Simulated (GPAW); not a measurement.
# How KTaO3 absorbs and reflects light, part 2 of 2

Aim: the dielectric function of KTaO3, and the optical constants that follow from it.

GPAW 26.7.0; DFT, LDA, plane-wave PAW (GPAW data sets), scalar-relativistic, RPA, optical limit.

So far. Step 2 (Ground state): There is a gap, 2.04 eV on this mesh (points off the mesh can give less), so no carriers' term is needed.

## 4. Dielectric function, RPA

Transitions between filled and empty bands, summed over the zone, give the optical response, so mesh, band count and broadening shape it.

The induced potential is part of this response.

This step: DFT, LDA, plane-wave PAW (GPAW data sets), scalar-relativistic, RPA, optical limit (GPAW 26.7.0).

Input file df.py:

```python
from gpaw.response.df import DielectricFunction

df = DielectricFunction('full.gpw', frequencies={'type': 'nonlinear', 'domega0': 0.03, 'omega2': 8},
                        ecut=30,
                        eta=0.15,
                        nbands=43,
                        txt='df.txt')
for direction in ['x']:
    df.get_dielectric_function(xc='RPA', direction=direction, filename=f'df_{direction}.csv')
```

Launch:

```sh
$ OMP_NUM_THREADS=1 python df.py
```

The program printed:

```text
Using integrator: PointIntegrator
NonLinearFrequencyDescriptor(from 0.000 to 92.916 eV, 534 points)
Nonperiodic BCs:  [False False False]
Using integrator: PointIntegrator
NonLinearFrequencyDescriptor(from 0.000 to 92.916 eV, 534 points)
Nonperiodic BCs:  [False False False]

Calculating chi0 body with:
    Ground state adapter containing:
    Number of spins: 1
    Number of kpoints: 512
    Number of irreducible kpoints: 35
    Number of completely occupied states: 20
    Number of partially occupied states: 20

    Linear response parametrization:
    q_c: [0.0, 0.0, 0.0]
    Number of frequency points: 534
    Planewave cutoff: 30.0
    Number of bands: 43
    Number of planewaves: 27
    Broadening (eta): 0.15

Integrating chi0 body.

Symmetries of q_c:
    Direct symmetries (Uq -> q): 48
    Indirect symmetries (TUq -> q): 0
In total 48 allowed symmetries.

35 groups of equivalent kpoints. 93.1640625% reduction.

Integral kind: spectral function

Calculating chi0 optical extensions with:
    Ground state adapter containing:
    Number of spins: 1
    Number of kpoints: 512
    Number of irreducible kpoints: 35
    Number of completely occupied states: 20
    Number of partially occupied states: 20

    Linear response parametrization:
    Number of frequency points: 534
    Planewave cutoff: 30.0
    Number of bands: 43
    Number of planewaves: 27
    Broadening (eta): 0.15
Integrating chi0 head and wings.

Symmetries of q_c:
    Direct symmetries (Uq -> q): 48
    Indirect symmetries (TUq -> q): 0
In total 48 allowed symmetries.

35 groups of equivalent kpoints. 93.1640625% reduction.

Integral kind: spectral function wings
```

Elapsed: 12 s, on 1 thread of Arm Neoverse V2, shared host; peak memory 0.27 GiB.

This step gave:

* electronic dielectric constant ε∞, mean over x, y and z (by symmetry where fewer were run): 4.992
* main peak of Im epsilon, first axis: 5.021 eV

Some rows of df_x.csv (energy; Re and Im without local fields; Re and Im with them):

```text
0.000000, 5.098895, -0.000000, 4.992337, -0.000000
0.429336, 5.124780, 0.018411, 5.017173, 0.017657
0.878195, 5.211453, 0.040753, 5.100233, 0.039010
1.347938, 5.384773, 0.073215, 5.265865, 0.069819
1.840057, 5.707902, 0.134236, 5.573081, 0.127153
2.356191, 6.390769, 0.334938, 6.216498, 0.313348
2.898142, 6.959055, 1.921079, 6.764647, 1.781490
3.467895, 7.889284, 2.444459, 7.612935, 2.172681
4.067647, 3.089306, 4.639028, 3.281511, 4.589391
4.699832, 6.160842, 4.357857, 6.260975, 3.890642
5.367152, 2.165384, 3.606834, 2.383732, 3.830853
6.072622, 0.175108, 4.493666, 0.585523, 5.339320
6.819608, 1.453516, 0.941318, 1.002479, 1.288615
7.611886, 3.292540, 1.688400, 3.032639, 1.797736
8.453705, 3.578133, 1.989906, 3.320371, 2.034372
9.349861, 2.535651, 4.506928, 2.239833, 4.563156
10.305790, 1.223893, 4.469324, 1.024145, 4.496736
11.327680, 0.477733, 1.975123, 0.127060, 1.847086
12.422601, 0.865031, 1.871411, 0.635420, 1.623878
13.598673, 0.585103, 2.268851, 0.599462, 2.092825
14.865263, 0.759219, 1.357327, 0.637803, 1.331891
```

Values under the direct gap are tails of Lorentzian lines. The Im ε, E ∥ x by photon energy; read off at these points:

photon energy (eV), Im ε, E ∥ x and a bar:
```
    0.000       0.00 
    0.250       0.01 
    0.500       0.02 
    0.750       0.03 
    1.000       0.05 
    1.250       0.06 
    1.500       0.08 
    1.750       0.11 #
    2.000       0.16 #
    2.250       0.25 #
    2.500       0.48 ##
    2.750       1.29 ######
    3.000       1.99 #########
    3.250       1.55 #######
    3.500       2.38 ###########
    3.750       5.59 #########################
    3.850       6.06 ###########################
    4.000       5.21 ########################
    4.250       2.63 ############
    4.500       2.50 ###########
    4.750       4.36 ####################
    5.000       6.61 ##############################
    5.250       4.62 #####################
    5.500       3.52 ################
    5.750       5.29 ########################
    5.918       6.10 ############################
    6.000       5.77 ##########################
    6.250       4.14 ###################
    6.500       2.20 ##########
    6.750       1.46 #######
    7.000       0.97 ####
    7.250       1.05 #####
    7.500       1.57 #######
    7.750       1.81 ########
    8.000       2.11 ##########
    8.250       2.64 ############
    8.500       2.12 ##########
    8.750       3.29 ###############
    9.000       4.06 ##################
    9.250       4.54 #####################
    9.284       4.58 #####################
    9.500       4.37 ####################
    9.750       4.12 ###################
   10.000       3.88 ##################
   10.250       4.38 ####################
   10.376       4.65 #####################
   10.500       4.44 ####################
   10.750       3.14 ##############
   11.000       2.39 ###########
   11.250       1.91 #########
   11.500       1.92 #########
   11.750       1.81 ########
   12.000       1.71 ########
   12.250       1.88 #########
   12.500       1.62 #######
   12.750       1.70 ########
   13.000       1.98 #########
   13.250       2.06 #########
   13.500       2.01 #########
   13.750       2.04 #########
   14.000       1.65 #######
   14.250       1.37 ######
   14.500       1.36 ######
   14.750       1.34 ######
```

The Re ε, E ∥ x by photon energy:

photon energy (eV), Re ε, E ∥ x and a bar from the least value:
```
      0.0       4.99 ####################
      0.5       5.03 ####################
      1.0       5.13 ####################
      1.5       5.34 #####################
      2.0       5.72 ######################
      2.5       6.53 #########################
      3.0       6.52 #########################
      3.5       7.80 ##############################
      4.0       3.77 ###############
      4.5       5.39 #####################
      5.0       4.36 #################
      5.5       3.31 #############
      6.0       1.12 #####
      6.5      -0.01 #
      7.0       1.64 #######
      7.5       3.01 ############
      8.0       3.64 ###############
      8.5       3.57 ##############
      9.0       3.18 #############
      9.5       1.75 ########
     10.0       1.42 ######
     10.5      -0.06 #
     11.0      -0.33 
     11.5       0.34 ##
     12.0       0.65 ####
     12.5       0.75 ####
     13.0       1.01 #####
     13.5       0.69 ####
     14.0       0.18 ##
     14.5       0.54 ###
```

The loss function −Im 1/ε at q → 0, E ∥ x has structure finer than the step of the table below, so its rows give means over 0.5 eV, whole bins alone (the curve runs from 0 to 15.0 eV). Peaks (eV: height): 4.16: 0.162, 6.66: 0.535, 11.87: 0.548, 14.22: 0.682.

Values under the direct gap are tails of Lorentzian lines. The loss function −Im 1/ε at q → 0, E ∥ x by energy loss; means over each step:

| energy loss (eV) | loss function −Im 1/ε at q → 0, E ∥ x |
| --- | --- |
| 0.5 | 8.2e-4 |
| 1.0 | 0.00175 |
| 1.5 | 0.00295 |
| 2.0 | 0.00499 |
| 2.5 | 0.0131 |
| 3.0 | 0.0382 |
| 3.5 | 0.0410 |
| 4.0 | 0.122 |
| 4.5 | 0.0817 |
| 5.0 | 0.115 |
| 5.5 | 0.155 |
| 6.0 | 0.172 |
| 6.5 | 0.424 |
| 7.0 | 0.298 |
| 7.5 | 0.140 |
| 8.0 | 0.137 |
| 8.5 | 0.136 |
| 9.0 | 0.146 |
| 9.5 | 0.194 |
| 10.0 | 0.221 |
| 10.5 | 0.234 |
| 11.0 | 0.411 |
| 11.5 | 0.517 |
| 12.0 | 0.509 |
| 12.5 | 0.499 |
| 13.0 | 0.419 |
| 13.5 | 0.451 |
| 14.0 | 0.593 |
| 14.5 | 0.642 |

The Im ε, E ∥ x has structure finer than the step of the table below, so its rows give means over 0.5 eV, whole bins alone (the curve runs from 0 to 15.0 eV). Peaks (eV: height): without local fields 3.81: 6.46, 4.98: 6.82, 5.87: 5.70, 10.38: 4.59; with local fields 3.85: 6.06, 5.03: 6.69, 5.92: 6.10, 10.38: 4.65.

Values under the direct gap are tails of Lorentzian lines. The Im ε, E ∥ x by photon energy; means over each step:

| photon energy (eV) | without local fields | with local fields |
| --- | --- | --- |
| 0.5 | 0.0218 | 0.0209 |
| 1.0 | 0.0485 | 0.0463 |
| 1.5 | 0.0892 | 0.0849 |
| 2.0 | 0.176 | 0.166 |
| 2.5 | 0.632 | 0.587 |
| 3.0 | 1.89 | 1.75 |
| 3.5 | 3.24 | 2.88 |
| 4.0 | 5.03 | 4.85 |
| 4.5 | 3.07 | 2.82 |
| 5.0 | 5.79 | 5.67 |
| 5.5 | 4.01 | 4.12 |
| 6.0 | 4.79 | 5.42 |
| 6.5 | 1.82 | 2.45 |
| 7.0 | 0.846 | 1.07 |
| 7.5 | 1.43 | 1.54 |
| 8.0 | 2.10 | 2.18 |
| 8.5 | 2.42 | 2.45 |
| 9.0 | 4.00 | 4.07 |
| 9.5 | 4.33 | 4.35 |
| 10.0 | 4.07 | 4.05 |
| 10.5 | 4.15 | 4.21 |
| 11.0 | 2.48 | 2.41 |
| 11.5 | 2.04 | 1.89 |
| 12.0 | 2.01 | 1.78 |
| 12.5 | 1.96 | 1.69 |
| 13.0 | 2.19 | 1.94 |
| 13.5 | 2.19 | 2.03 |
| 14.0 | 1.71 | 1.67 |
| 14.5 | 1.38 | 1.35 |

The reflectivity at normal incidence, E ∥ x has structure finer than the step of the table below, so its rows give means over 0.5 eV, whole bins alone (the curve runs from 0 to 15.0 eV). Peaks (eV: height): 3.76: 27.9, 5.03: 28.9, 6.12: 29.7, 10.66: 32.4, 13.86: 17.0.

Reflectivity at normal incidence, E ∥ x against photon energy; means over each step:

photon energy (eV), reflectivity at normal incidence, E ∥ x (%) and a bar from the least value:
```
      0.5       14.7 ###########
      1.0       15.0 ############
      1.5       15.7 #############
      2.0       16.9 ##############
      2.5       19.2 #################
      3.0       20.3 ###################
      3.5       23.9 #######################
      4.0       23.2 ######################
      4.5       18.9 #################
      5.0       26.6 ###########################
      5.5       20.6 ###################
      6.0       28.6 #############################
      6.5       20.4 ###################
      7.0        5.7 
      7.5        9.9 #####
      8.0       13.1 ##########
      8.5       14.4 ###########
      9.0       20.5 ###################
      9.5       22.4 #####################
     10.0       22.1 #####################
     10.5       29.1 ##############################
     11.0       25.9 ##########################
     11.5       16.6 ##############
     12.0       13.0 #########
     12.5       11.4 #######
     13.0       12.0 ########
     13.5       14.4 ###########
     14.0       15.4 ############
     14.5       10.5 ######
```

From ε follow the optical constants at some laser and lamp lines:

| wavelength (nm) | n | k | R (%) | 1/α |
| --- | --- | --- | --- | --- |
| 1550 | 2.25 | 0.008 | 14.9 | 16 µm |
| 633 | 2.38 | 0.031 | 16.7 | 1.6 µm |
| 532 | 2.48 | 0.059 | 18.2 | 714 nm |
| 405 | 2.55 | 0.393 | 20.0 | 82 nm |
| 365 | 2.72 | 0.346 | 22.0 | 84 nm |
| 248 | 2.48 | 1.334 | 28.6 | 15 nm |
| 193 | 1.10 | 1.216 | 25.3 | 13 nm |

Below the direct gap, k and the depth come from the tails of the Lorentzian lines, not from transitions.

Rows near the edge hang on the gap, which this functional as a rule makes too small, and phonon-assisted absorption is left out.

## 5. Results

| Item | Value |
| --- | --- |
| electronic dielectric constant ε∞, mean over x, y and z (by symmetry where fewer were run) (RPA) | 4.99 |
| main peak of Im epsilon, first axis | 5.02 eV |

In words: At this level (LDA, RPA) KTaO3 has ε∞ = 4.99 and n = 2.25 at 1550 nm, and Im ε peaks at 5.0 eV. On the mesh the gap is 2.03 eV and the least direct gap 2.68 eV, so on this mesh the band edges lie at different points. Local fields change the static value along x from 5.10 to 4.99 (-2 %). Distinct maxima of Im ε, read by a parabola through the highest points, lie at 3.84 eV (6.1), 5.02 eV (6.7), 5.90 eV (6.1) and 10.39 eV (4.7). Excitons and phonon-assisted transitions are missing; LDA gaps are as a rule too small, which pulls the onset down and ε∞ up. Spin-orbit coupling is left out although heavy atoms are present. The sum runs over mesh points, so small or evenly spaced maxima can still be ripples of the mesh. In this version of GPAW the matrix elements of the optical limit are incomplete, which can lower ε − 1 by up to a tenth where first-row anions or d states rule, and shift it by more in d metals.

[Machine, clock and banner lines and Python warnings are left out of the logs.]

[Logs are printed without paths, hosts, clocks, repeated set-up lines and the standing remarks that a program may print on its own settings, such as how far it seeks lower states.]

[Hosts, paths, dates, database ids (printed as entryN), source tags and the programs' standing remarks are cut or masked in the printed files.]
